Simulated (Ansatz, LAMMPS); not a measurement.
**Glassy 96B2O3-4CaO (mol %) (117 atoms): a single point**

Wanted: forces, charges and levels of glassy 96B2O3-4CaO (mol %) (117 atoms).

Calculated with Ansatz 0.2.0; Kohn-Sham DFT, PBE, PAW (set soft_2), plane waves.

## (1) Starting point

The cell holds 117 atoms: 46 B, 1 Ca and 70 O. Cell: a = 11.112 Å, b = 11.112 Å, c = 11.112 Å, α = 90.0°, β = 90.0°, γ = 90.0°. 117 atoms (46 B, 1 Ca, 70 O) placed at random at 1.97 g/cm³, melted at 3000 K for 20 ps at fixed volume with the Buckingham and Coulomb pair potential of Guillot and Sator (Geochim. Cosmochim. Acta 71, 1249 (2007)) with the boron terms of Wang et al. (J. Non-Cryst. Solids 498, 294 (2018)). Quenched from 3000 K to 300 K at 10 K/ps and fixed volume, held 10 ps at zero pressure, then minimised at fixed cell.

Limits known from the start: The quench rate of 10 K/ps is orders of magnitude faster than experiment, which tends to freeze in extra defects. The starting topology of bonds comes from the classical model, and needn't be the one that DFT or experiment would give. Sampling is at Γ alone, for a cell whose shortest periodic width is 11 Å.

## (2) How the cell was made

A classical potential makes the cell, at a small fraction of what the same run would cost in DFT.

This step: classical MD, Buckingham and Coulomb pair potential of Guillot and Sator (Geochim. Cosmochim. Acta 71, 1249 (2007)) with the boron terms of Wang et al. (J. Non-Cryst. Solids 498, 294 (2018)) (LAMMPS 22 Jul 2025 - Update 4).

in.lmp reads:

```
# melt-quench of B46Ca1O70
units metal
atom_style charge
boundary p p p
region box block 0 11.1882 0 11.1882 0 11.1882
create_box 3 box
mass 1 10.8100   # B
mass 2 40.0780   # Ca
mass 3 15.9990   # O
create_atoms 1 random 46 714032 NULL overlap 1.5 maxtry 2000
create_atoms 2 random 1 714039 NULL overlap 1.5 maxtry 2000
create_atoms 3 random 70 714046 NULL overlap 1.5 maxtry 2000
pair_style buck/coul/long 9.0
pair_coeff * * 0.0 1.0 0.0
pair_coeff 1 3 206941.81 0.124 35.0018   # B-O
pair_coeff 2 3 155667.70 0.178 42.2597   # Ca-O
pair_coeff 3 3 9022.79 0.265 85.0921   # O-O
pair_coeff 1 1 484.40 0.35 0.0   # B-B
set type 1 charge 1.4175
set type 2 charge 0.945
set type 3 charge -0.945
kspace_style pppm 1.0e-4
neigh_modify delay 0 every 1 check yes
thermo_style custom step time temp pe press density
thermo_modify norm yes
timestep 0.001
thermo 100
min_style cg
minimize 1e-4 1e-4 200 2000
reset_timestep 0
velocity all create 3000 714033 mom yes dist gaussian
fix lim all nve/limit 0.05
fix lan all langevin 3000 3000 0.1 714034 zero yes
thermo 500
# [... 11 lines left out ...]
thermo 3333
fix md all npt temp 300 300 0.1 iso 0 0 1
run 10000 post no
unfix md
thermo 100
min_style cg
minimize 0 1e-3 2000 20000
write_dump all custom glass.dump id type xs ys zs modify sort id
```

Run with:

```bash
lmp -in in.lmp -log none -nocite
```

What it wrote:

```text
LAMMPS (22 Jul 2025 - Update 4)
Created orthogonal box = (0 0 0) to (11.1882 11.1882 11.1882)
Created 46 atoms
Created 1 atoms
Created 70 atoms
PPPM initialization ...
  G vector (1/distance) = 0.32344326
  grid = 9 9 9
  estimated relative force accuracy = 7.5586921e-05
   Step          Time           Temp          PotEng         Press         Density
         0   0              0              1.373413       1411970.7      1.9649936
       100   0.1            0             -11.450957     -28704.944      1.9649936
       127   0.127          0             -11.527795     -17627.128      1.9649936
Loop time of 0.0894708 s on 1 MPI rank(s) for 127 steps with 117 atoms
Minimization stats:
  Stopping criterion = energy tolerance
  Energy initial, next-to-last, final =
      1.37341299656232  -11.5266617393628  -11.5277947829018
  Force two-norm initial, final = 487.81988 4.85932
  Iterations, force evaluations = 127 215
   Step          Time           Temp          PotEng         Press         Density
         0   0              3000          -11.527795      16679.838      1.9649936
       500   0.5            2733.8103     -11.182526     -36736.397      1.9649936
      1000   1              3321.5484     -11.24181       36722.402      1.9649936
Loop time of 0.330237 s on 1 MPI rank(s) for 1000 steps with 117 atoms
[... 2 lines left out ...]
      3333   3.333          3160.0749     -11.360184      23116.229      1.9649936
      6666   6.666          3412.7472     -11.391193     -8550.3759      1.9649936
      9999   9.999          2979.2453     -11.354693     -2025.3248      1.9649936
     13332   13.332         3106.937      -11.324017      2496.4201      1.9649936
     16665   16.665         3230.5747     -11.335155     -2866.1407      1.9649936
[... 2 lines left out ...]
Loop time of 7.06011 s on 1 MPI rank(s) for 20000 steps with 117 atoms
   Step          Time           Temp          PotEng         Press         Density
[... 12 lines left out ...]
Loop time of 92.8306 s on 1 MPI rank(s) for 270000 steps with 117 atoms
   Step          Time           Temp          PotEng         Press         Density
[... 3 lines left out ...]
    299970   299.97         305.16023     -11.745586      27825.786      2.0075566
    301000   301            296.73845     -11.752567     -18465.788      2.0055779
Loop time of 3.63268 s on 1 MPI rank(s) for 10000 steps with 117 atoms
   Step          Time           Temp          PotEng         Press         Density
    301000   301            296.73845     -11.752566     -18465.113      2.0055779
    301086   301.086        296.73845     -11.79024      -3189.1026      2.0055779
Loop time of 0.085725 s on 1 MPI rank(s) for 86 steps with 117 atoms
Minimization stats:
  Stopping criterion = linesearch alpha is zero
  Energy initial, next-to-last, final =
     -11.7525663977049  -11.7902397410105  -11.7902397410105
  Force two-norm initial, final = 23.693504 0.20811644
  Iterations, force evaluations = 86 201
```

It took 1.7 min on 1 thread of AMD EPYC 9R45, shared host; peak memory 0.071 GiB.

## (3) Plane-wave single point

One self-consistent run at the given positions yields energy and forces.

input.yaml reads:

```yaml
crystal:
  lattice:
    - [11.11222, 0.0, 0.0]
    - [0.0, 11.11222, 0.0]
    - [0.0, 0.0, 11.11222]
  atoms:
    - { symbol: B, position: [0.89032, 0.89958, 0.7435] }
    - { symbol: B, position: [0.6633, 0.3345, 0.38705] }
    - { symbol: B, position: [0.1092, 0.6864, 0.04709] }
    - { symbol: B, position: [0.42477, 0.77879, 0.33234] }
    - { symbol: B, position: [0.06341, 0.2702, 0.29954] }
    - { symbol: B, position: [0.70842, 0.55198, 0.18293] }
    - { symbol: B, position: [0.46309, 0.22124, 0.9371] }
    - { symbol: B, position: [0.2404, 0.63543, 0.4152] }
    - { symbol: B, position: [0.51843, 0.45418, 0.86425] }
    - { symbol: B, position: [0.43903, 0.74375, 0.00385] }
    - { symbol: B, position: [0.2287, 0.19641, 0.96516] }
    - { symbol: B, position: [0.65237, 0.32355, 0.12343] }
    - { symbol: B, position: [0.12341, 0.96585, 0.34874] }
    - { symbol: B, position: [0.15264, 0.90263, 0.58966] }
    - { symbol: B, position: [0.46429, 0.17269, 0.18089] }
    - { symbol: B, position: [0.50013, 0.00876, 0.84136] }
    - { symbol: B, position: [0.76396, 0.18227, 0.78486] }
    - { symbol: B, position: [0.8645, 0.44377, 0.46927] }
    - { symbol: B, position: [0.76858, 0.94971, 0.16724] }
    - { symbol: B, position: [0.3517, 0.20423, 0.57582] }
    - { symbol: B, position: [0.44487, 0.43225, 0.43416] }
    - { symbol: B, position: [0.17213, 0.65913, 0.64961] }
    - { symbol: B, position: [0.32459, 0.59106, 0.12417] }
    - { symbol: B, position: [0.29482, 0.1356, 0.34357] }
    - { symbol: B, position: [0.08015, 0.88457, 0.90776] }
    - { symbol: B, position: [0.9533, 0.81861, 0.24931] }
    - { symbol: B, position: [0.95105, 0.29241, 0.63592] }
    - { symbol: B, position: [0.67866, 0.6147, 0.95569] }
    - { symbol: B, position: [0.8286, 0.05396, 0.97179] }
    - { symbol: B, position: [0.65762, 0.70276, 0.37491] }
    - { symbol: B, position: [0.73887, 0.66009, 0.59408] }
    - { symbol: B, position: [0.67439, 0.83077, 0.83313] }
    - { symbol: B, position: [0.02182, 0.15902, 0.09454] }
    - { symbol: B, position: [0.95452, 0.52625, 0.94897] }
    - { symbol: B, position: [0.36075, 0.62961, 0.80894] }
    - { symbol: B, position: [0.75228, 0.10247, 0.35908] }
    - { symbol: B, position: [0.44801, 0.93219, 0.1515] }
    - { symbol: B, position: [0.87862, 0.06623, 0.56902] }
    - { symbol: B, position: [0.57663, 0.26053, 0.66247] }
    - { symbol: B, position: [0.25947, 0.98053, 0.78149] }
    - { symbol: B, position: [0.27015, 0.40829, 0.27322] }
    - { symbol: B, position: [0.81761, 0.33327, 0.94925] }
    - { symbol: B, position: [0.17384, 0.26482, 0.73058] }
    - { symbol: B, position: [0.01492, 0.59637, 0.33903] }
    - { symbol: B, position: [0.5615, 0.50201, 0.62149] }
    - { symbol: B, position: [0.94755, 0.59251, 0.70998] }
    - { symbol: Ca, position: [0.13669, 0.42415, 0.52236] }
    - { symbol: O, position: [0.16254, 0.34368, 0.27021] }
    - { symbol: O, position: [0.73192, 0.59969, 0.06858] }
    - { symbol: O, position: [0.32987, 0.42233, 0.38492] }
    - { symbol: O, position: [0.84432, 0.85475, 0.19933] }
    - { symbol: O, position: [0.22086, 0.65709, 0.09645] }
    - { symbol: O, position: [0.74742, 0.416, 0.43372] }
    - { symbol: O, position: [0.05983, 0.3048, 0.69793] }
    - { symbol: O, position: [0.18356, 0.94949, 0.87685] }
    - { symbol: O, position: [0.04211, 0.90512, 0.27431] }
    - { symbol: O, position: [0.77936, 0.84421, 0.76495] }
    - { symbol: O, position: [0.7337, 0.29149, 0.03309] }
    - { symbol: O, position: [0.93166, 0.56744, 0.83217] }
    - { symbol: O, position: [0.19886, 0.06018, 0.3125] }
    - { symbol: O, position: [0.25014, 0.64088, 0.75303] }
    - { symbol: O, position: [0.73452, 0.02848, 0.25906] }
    - { symbol: O, position: [0.85233, 0.63509, 0.64044] }
    - { symbol: O, position: [0.82064, 0.06347, 0.45757] }
    - { symbol: O, position: [0.42978, 0.52376, 0.80656] }
    - { symbol: O, position: [0.942, 0.51234, 0.39754] }
    - { symbol: O, position: [0.47021, 0.21268, 0.6162] }
    - { symbol: O, position: [0.97913, 0.89386, 0.83304] }
    - { symbol: O, position: [0.54214, 0.75201, 0.36736] }
    - { symbol: O, position: [0.90036, 0.1781, 0.62396] }
    - { symbol: O, position: [0.48258, 0.05173, 0.15149] }
    - { symbol: O, position: [0.08466, 0.80086, 0.00145] }
    - { symbol: O, position: [0.26268, 0.2648, 0.6415] }
    - { symbol: O, position: [0.97282, 0.69849, 0.28029] }
    - { symbol: O, position: [0.47231, 0.50609, 0.53218] }
    - { symbol: O, position: [0.66308, 0.72794, 0.9049] }
    - { symbol: O, position: [0.00151, 0.20968, 0.20814] }
    - { symbol: O, position: [0.7583, 0.98054, 0.04567] }
    [... 33 atom lines left out ...]
    - { symbol: O, position: [0.40051, 0.7199, 0.88709] }
    - { symbol: O, position: [0.13727, 0.16898, 0.04558] }
    - { symbol: O, position: [0.69435, 0.62679, 0.28195] }
    - { symbol: O, position: [0.49595, 0.33544, 0.89707] }
    - { symbol: O, position: [0.52475, 0.11924, 0.89743] }
    - { symbol: O, position: [0.23647, 0.62256, 0.53944] }
kpoints:
  mp_grid: { grid: [1, 1, 1] }
hamiltonian:
  xc: pbe
scf:
  occupations: { method: fixed }
output:
  forces: true
  stress: true
  populations: true
  dos:
    method: { smearing: { sigma: 0.1 } }
    de: 0.1
    projected: { site_lists: { B: [B], Ca: [Ca], O: [O] } }
  eigenvalues: true
  write_density: true
  write_potential: true
  volumetric_format: npy
```

Run with:

```bash
ansatz run input.yaml --threads 8 --pin off --max-ram 15872MiB --backend cpu --events-out ev --progress --plain --runs-dir out
```

What it wrote:

```text
Engine: ansatz 0.2.0, x86_64-unknown-linux-gnu
Pseudopotentials: kind: paw
Pseudopotential: B, paw, valence charge 3, recommended cutoff 420 eV (normal), B.paw.azcp
Pseudopotential: Ca, paw, valence charge 10, recommended cutoff 420 eV (normal), Ca.paw.azcp
Pseudopotential: O, paw, valence charge 6, recommended cutoff 420 eV (normal), O.paw.azcp
[... 5 lines on functional and potentials left out ...]
Crystal: 117 atoms, lattice volume = 1372.153 Å³
Basis set: ecut = 420 eV, 26865 PW (Γ), exchange–correlation on 150×150×150 points (8 copies of the dense FFT grid, shifted against one another)
Bands: 401, of which v1, the nominal top of the filled ones, is band 284 counted from 1 (283 counted from 0)
Symmetry: 1 space group operations
Space group: P1 (ITA 1), of the structure as read, at distance tolerance 1.1e-4 Å
k-points: 1
[... 7 lines on functional and potentials left out ...]
Initial density: superposition of atomic densities (neutral atoms: chi_scale 0, normalization atom), corrected by the library's trained network
Initial wavefunctions: pseudopotential atomic-orbital guess
Functional: x = pbe(κ = 0.804, μ = 0.219515), c = pbe(β = 0.066725)
SCF iter   1: F=—  HF=-48797.709817 eV  |F-HF|=—  |Δ(HF+E_count)|=         —  Δρ=4.25e-3  dr2=2.33e-1  ethr=1.77e-3  ⟨swp⟩=5.0  Hψ=1400  notcnv=0  defer=114
preconditioner: auto → Resta (q_TF=auto, 2.355 Å⁻¹)  ε∞=3.0  [insulator: Δε(μ)=4.250 eV  Ē_g=16.740 eV  n_scr=304 (ndim 8)  ℏωp=23.8 eV  f_vac=0.187  ε∞_Penn≈3.0]
SCF iter   2: F=—  HF=-48797.699591 eV  |F-HF|=—  |Δ(HF+E_count)|=   1.02e-2  Δρ=2.02e-3  dr2=3.97e-2  ethr=4.11e-5  ⟨swp⟩=3.0  Hψ=749  notcnv=0  defer=115
SCF iter   3: F=—  HF=-48797.704502 eV  |F-HF|=—  |Δ(HF+E_count)|=   4.91e-3  Δρ=8.03e-4  dr2=1.05e-2  ethr=6.99e-6  ⟨swp⟩=3.0  Hψ=504  notcnv=0  defer=115
SCF iter   4: F=—  HF=-48797.704792 eV  |F-HF|=—  |Δ(HF+E_count)|=   2.90e-4  Δρ=2.69e-4  dr2=9.86e-4  ethr=1.86e-6  ⟨swp⟩=3.0  Hψ=507  notcnv=0  defer=115
SCF iter   5: F=—  HF=-48797.704743 eV  |F-HF|=—  |Δ(HF+E_count)|=   4.84e-5  Δρ=1.27e-4  dr2=2.07e-4  ethr=1.74e-7  ⟨swp⟩=3.0  Hψ=503  notcnv=0  defer=115
SCF iter   6: F=—  HF=-48797.704748 eV  |F-HF|=—  |Δ(HF+E_count)|=   4.92e-6  Δρ=4.67e-5  dr2=2.79e-5  ethr=3.64e-8  ⟨swp⟩=3.0  Hψ=503  notcnv=0  defer=115
SCF iter   7: F=—  HF=-48797.702244 eV  |F-HF|=—  |Δ(HF+E_count)|=   2.50e-3  Δρ=1.73e-5  dr2=3.95e-6  ethr=4.91e-9  ⟨swp⟩=3.0  Hψ=683  notcnv=0  defer=115
SCF iter   8: F=—  HF=-48797.702244 eV  |F-HF|=—  |Δ(HF+E_count)|=   1.55e-7  Δρ=4.36e-6  dr2=3.74e-7  ethr=6.96e-10  ⟨swp⟩=3.0  Hψ=518  notcnv=0  defer=115
SCF iter   9: F=-48797.702243 eV  HF=-48797.702244 eV  |F-HF|=8.07e-8  |Δ(HF+E_count)|=   8.01e-8  Δρ=2.71e-6  dr2=9.04e-8  ethr=1.76e-11  ⟨swp⟩=25.0  Hψ=4122  notcnv=0
SCF 1 converged in 9 iterations: F = -48797.702243 eV  dr2 = 9.04e-8
  greatest PAW one-centre occupation: 0.995 electrons in one spin orbital (limit 2), on the Ca atom at site 46 (counted from 0), in its partial waves of l = 0
WARN: The input density's exchange-correlation potential varies sharply where the density is thin. Do not read a vacuum level from v_tot or v_xc, or from such a field of the output density. On a cell that repeats whose density bears no net charge and no dipole along the vacuum's axis use v_es (v_loc + v_h of the components); [...]
SCF converged after 9 iterations
Free energy (F): -48797.702243 eV
Harris-Foulkes:  -48797.702244 eV  (|F-HF|=8.07e-8)
Internal energy: -48797.702243 eV  (E = F + TS)
E sigma→0 (E₀):  -48797.702243 eV
Fermi energy:    2.307440 eV
--- Per-component energies (eV) ---
  E_band       = -3694.580236
  E_kinetic    = 14746.615926
  E_local      = -42103.133881  (includes V_loc(G=0)·N_el)
  E_nonlocal   = 3959.806438
  E_hartree    = 15422.189548
  E_xc         = -6678.797414
  E_vxc        = -8380.222140  (∫ρ·V_xc dr)
  E_paw        = -15603.130331  (= ΣΔE_a)
  E_vpaw       = -2762.200616  (= ΣTr[D̂ρ^β])
  E_aug_tail   = 0.179216  (compensation charges beyond the density's cutoff)
  E_ewald      = -18541.431744
  E_smearing   = -0.000000  (= −TS)
  E_closure    = -0.000000  (closes the sum)
  Σ components = -48797.702243   (vs F -48797.702243, Δ=0.00e0)
--- Forces (eV/Å), atoms counted from 1 ---
  atom   1  B     -0.16063790     0.76812229     0.85561243
  atom   2  B      0.35568639    -0.10433264     1.18221096
  atom   3  B      0.62625149    -0.59241486    -1.61868829
  atom   4  B      0.86024185    -0.49735331    -0.99052399
  atom   5  B     -0.10270809    -0.69725651     2.55337325
  atom   6  B     -1.44256443     0.18643275    -0.79621566
  atom   7  B     -0.90072244    -0.12710304    -1.77998365
  atom   8  B     -0.10668789     1.70961801     1.63107234
  atom   9  B     -0.24538297     1.11150545     0.97525104
  atom  10  B     -1.91913106    -0.66926110     0.06124789
  atom  11  B     -0.50066738     0.26804870    -0.20126020
  atom  12  B      0.84284008     0.75658394    -0.92717533
  atom  13  B      0.24950935    -0.46654771     1.73005503
  atom  14  B      0.96365050    -1.92335786     0.42455075
[...]
atom 116  O      0.34061658     0.17414226     0.07571914
  atom 117  O      0.72850038    -0.78223575    -1.61111259
  max |Σ_I F_I| component: 3.55e-5 eV/Å
--- Stress (GPa, compression-positive) ---
      -10.059785      -2.160400      -2.371288
       -2.160390      -8.712680       1.140265
       -2.371301       1.140269      -8.366753
  P = ⅓ Tr σ = -9.0464 GPa (-90.464 kbar)
--- Band table (eV) ---
  k-point 0: bands = ["-37.2166", "-19.2811", "-19.0719", "-18.9430", [... 385 levels ...], "13.1853", "13.1968", "13.3118", "13.3265", "13.4002", "13.4377", "13.4486", "13.5131", "13.5812", "13.6005", "13.6775", "13.6984"]
--- Löwdin populations: 117 sites ---
  site symbol       q [e]
     0      B      2.3174
     1      B      2.3471
     2      B      2.3146
[...]
116      O      6.4789
  spilling = 0.009023 (of n_electrons = 568.000000)
```

Run time: 5.3 s. Hardware: 8 threads of AMD EPYC 9R45, shared host; peak memory 1.9 GiB.

Reading the cycles: dr2 is the Hartree energy of the density residual (eV), the measure of convergence; HF is the Harris–Foulkes estimate of the energy, which meets the free energy F at convergence.

The program notes that the exchange-correlation potential is rough where the density is thin.

Read from the output:

```yaml
free_energy: -48797.7022 eV
free_energy_per_atom: -417.0744 eV/atom
scf_cycles: 9
pressure: -9.046 GPa
r_m_s_force_component: 0.7106 eV/Å
longest_force: 3.113 eV/Å
fermi_energy: 2.307 eV
spacing_of_highest_filled_and_lowest_empty_level: 4.012 eV
spilling_of_the_projection: 0.009023
```

Length of the force by element and coordination:

```
element  coordination  atoms  mean length of the force (eV/Å)  spread  least   most
      B           all     46                             1.53   0.569  0.573   3.11
     Ca           all      1                            0.584       0  0.584  0.584
      O           all     70                            0.748    0.46  0.138   2.68
```

Löwdin charges by element and coordination (they lack the spilled electrons, 0.044 e an atom on average):

```csv
element,coordination,atoms,mean charge (e),spread,least,most
B,all,46,0.673,0.0247,0.575,0.718
Ca,all,1,1.83,0,1.83,1.83
O,all,70,-0.395,0.0459,-0.713,-0.356
```

States in the cell by windows of 1 eV, zero at the Fermi level; the larger projections on atomic orbitals stand beside the total:

| from (eV) | to (eV) | total | O p | B p |
| --- | --- | --- | --- | --- |
| -14 | -12 | 0.0 | 0.0 | 0.0 |
| -12 | -11 | 2.3 | 1.7 | 0.1 |
| -11 | -10 | 24.0 | 17.2 | 1.4 |
| -10 | -9 | 26.2 | 18.3 | 3.3 |
| -9 | -8 | 40.8 | 27.9 | 9.6 |
| -8 | -7 | 40.5 | 27.5 | 11.8 |
| -7 | -6 | 9.3 | 6.2 | 2.8 |
| -6 | -5 | 24.8 | 17.0 | 6.9 |
| -5 | -4 | 42.6 | 32.7 | 8.2 |
| -4 | -3 | 61.5 | 53.1 | 5.8 |
| -3 | -2 | 80.7 | 76.2 | 2.6 |
| -2 | -1 | 55.9 | 54.0 | 1.0 |
| -1 | 0 | 10.6 | 10.1 | 0.3 |
| 0 | 1 | 0.7 | 0.7 | 0.0 |
| 1 | 3 | 0.0 | 0.0 | 0.0 |
| 3 | 4 | 1.7 | 0.2 | 1.4 |
| 4 | 5 | 23.6 | 3.3 | 16.8 |

With fixed occupations the program's Fermi level is the highest filled level; weight inside the gap is the broadening of levels at its edges.

Between -26 and -14 eV lie 146 more states.

The levels nearest the highest filled one (over half full), pooled over k-points and spins:

```csv
level less the highest filled one (eV),occupation
-0.974,2
-0.895,2
-0.691,2
-0.473,2
-0.153,2
0,2
4.01,0
4.06,0
4.27,0
4.37,0
4.42,0
4.52,0
```

Electrostatic potential energy in the ac plane at fractional y = 0.415, with atoms of B and Ca and O within 0.2 Å of it. With pseudopotentials it is smooth inside the atoms' cores, unlike the true potential.

Ten even steps from '0' (-42 eV) to '9' (9 eV), each cell a mean:
```
9999999999999999999999998850027
9999999999999987789999998885469
9999999999999974258999999999999
9999999999999973148999999999999
9999999999999987678999999999999
9999999999999999999999999999999
9999999999999999976799999999999
9999999999999999720389999999999
9988888999999999831489999997689
9875457899999999888899999971038
8740004789999999999999999861038
8730003789998878999999988743579
9862126889885215899998313400489
9987778885243003678986001533689
9999889861004335457887435888899
9999998762148888889988999999999
9999987301689999999999999999999
9999986100589999999998999999999
9999998634799999999721489999999
9999999987799999999600289999999
9999999999999999999854699999999
9999999999999999999888999999999
9999999999999999999999999998899
9999999999999999999999999972138
```
Columns run along a (11.1 Å; values clipped at the 3rd and 97th percentile), rows up along c (11.1 Å). Atoms in or near the plane, at fractional coordinates: B at (0.44, 0.43), B at (0.27, 0.27), Ca at (0.14, 0.52), O at (0.33, 0.38), O at (0.75, 0.43), O at (0.68, 0.19), O at (0.91, 0.98).

(Continued in part 2 of 2.)

[Long decimals in the printed logs are rounded to 6 places.]

[Logs are printed without paths, hosts, clocks, repeated set-up lines and the standing remarks that a program may print on its own settings, such as how far it seeks lower states.]

[Hosts, paths, dates, database ids (printed as entryN), source tags and the programs' standing remarks are cut or masked in the printed files.]
